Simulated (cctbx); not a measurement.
**Reading a Patterson map**

Space group R-3m (no. 166), a = 10.2750 Å, b = 10.2750 Å, c = 8.0390 Å, α = 90.00°, β = 90.00°, γ = 120.00°, content Dy3 Co36 Al18.

The data are simulated with cctbx, not measured: Mo Kα, λ = 0.71073 Å, to d = 0.6 Å, 50 % of the full sphere, strongest reflection 40000 counts, noise from counting, a 6 % proportional error and a noise floor of 4 counts (s.d.); no absorption.

Patterson synthesis, origin scaled to 1000:

```text
Patterson group R -3 m :H
      u       v       w   height  length (A)
  0.000   0.000   0.000   1000.0     0.00
  0.089   0.179   0.351    259.6     3.24
  0.000   0.370   0.500    255.9     5.54
  0.091   0.546   0.855    172.4     5.33
  0.000   0.262   0.000    127.3     2.69
  0.039   0.519   0.292     89.3     5.66
  0.040   0.080   0.329     88.8     2.74
  0.042   0.200   0.522     86.2     4.27
  0.000   0.367   0.000     85.4     3.77
  0.049   0.473   0.523     76.5     6.01
  0.000   0.180   0.500     66.4     4.42
  0.000   0.320   0.000     29.3     3.29
  0.097   0.194   0.689     20.3     3.04
  0.020   0.510   0.613     18.6     6.01
```

**Question.** Which atom pairs make the peaks, and where is the heaviest atom?

A peak at u stands for all pairs with xi − xj = u, with weight Σ ZiZj against Σ Z² = 42354 at the origin. Peak heights follow these weights only roughly, since form factors, motion and series ripples differ, all vectors within 0.55 Å of a peak are counted as merged into it though the farther ones add only part of their weight, and F(000) is left out, which lowers the whole map:

| u | v | w | shortest length (Å) | height | 1000 ΣZiZj/ΣZ² | pairs in the cell |
| --- | --- | --- | --- | --- | --- | --- |
| 0.089 | 0.179 | 0.351 | 3.24 | 260 | 356 | 6 × Dy–Co, 6 × Co–Co |
| 0.000 | 0.370 | 0.500 | 3.52 | 256 | 252 | 6 × Dy–Co |
| 0.091 | 0.546 | 0.855 | 2.63 | 172 | 207 | 12 × Co–Co |
| 0.000 | 0.262 | 0.000 | 2.69 | 127 | 254 | 9 × Co–Co, 12 × Co–Al |
| 0.039 | 0.519 | 0.292 | 3.33 | 89 | 122 | 6 × Dy–Al |
| 0.040 | 0.080 | 0.329 | 2.74 | 89 | 103 | 6 × Co–Co |
| 0.042 | 0.200 | 0.522 | 4.28 | 86 | 153 | 6 × Co–Co, 6 × Co–Al |
| 0.000 | 0.367 | 0.000 | 3.77 | 85 | 103 | 6 × Co–Co |
| 0.049 | 0.473 | 0.523 | 2.83 | 76 | 103 | 6 × Co–Co |
| 0.000 | 0.180 | 0.500 | 4.42 | 66 | 306 | 12 × Co–Co, 12 × Co–Al |

The table stops at ten peaks or at a height of 45, below which ripples compete. In the model behind the data Dy, the heaviest element, has 1 independent site: (0, 0, 0), up to an allowed shift of origin. No listed peak is a Dy–Dy vector, so the position follows from the cell content and the cross vectors. The whole model:

| atom | mult. | x | y | z | Ueq (Å²) |
| --- | --- | --- | --- | --- | --- |
| Dy1 | 3 | 0 | 0 | 0 | 0.0198 |
| Co1 | 18 | 0.6309 | 0.6309 | 1/2 | 0.0203 |
| Co2 | 18 | 0.0901 | 0.1803 | 0.3567 | 0.0216 |
| Al1 | 18 | 0.8522 | 0.7044 | 0.3756 | 0.0276 |

The model is made up (kin elements in a known structure type, no relaxation), so it says nothing on whether the phase exists.

[Logs are printed without paths, hosts, clocks, repeated set-up lines and the standing remarks that a program may print on its own settings, such as how far it seeks lower states.]
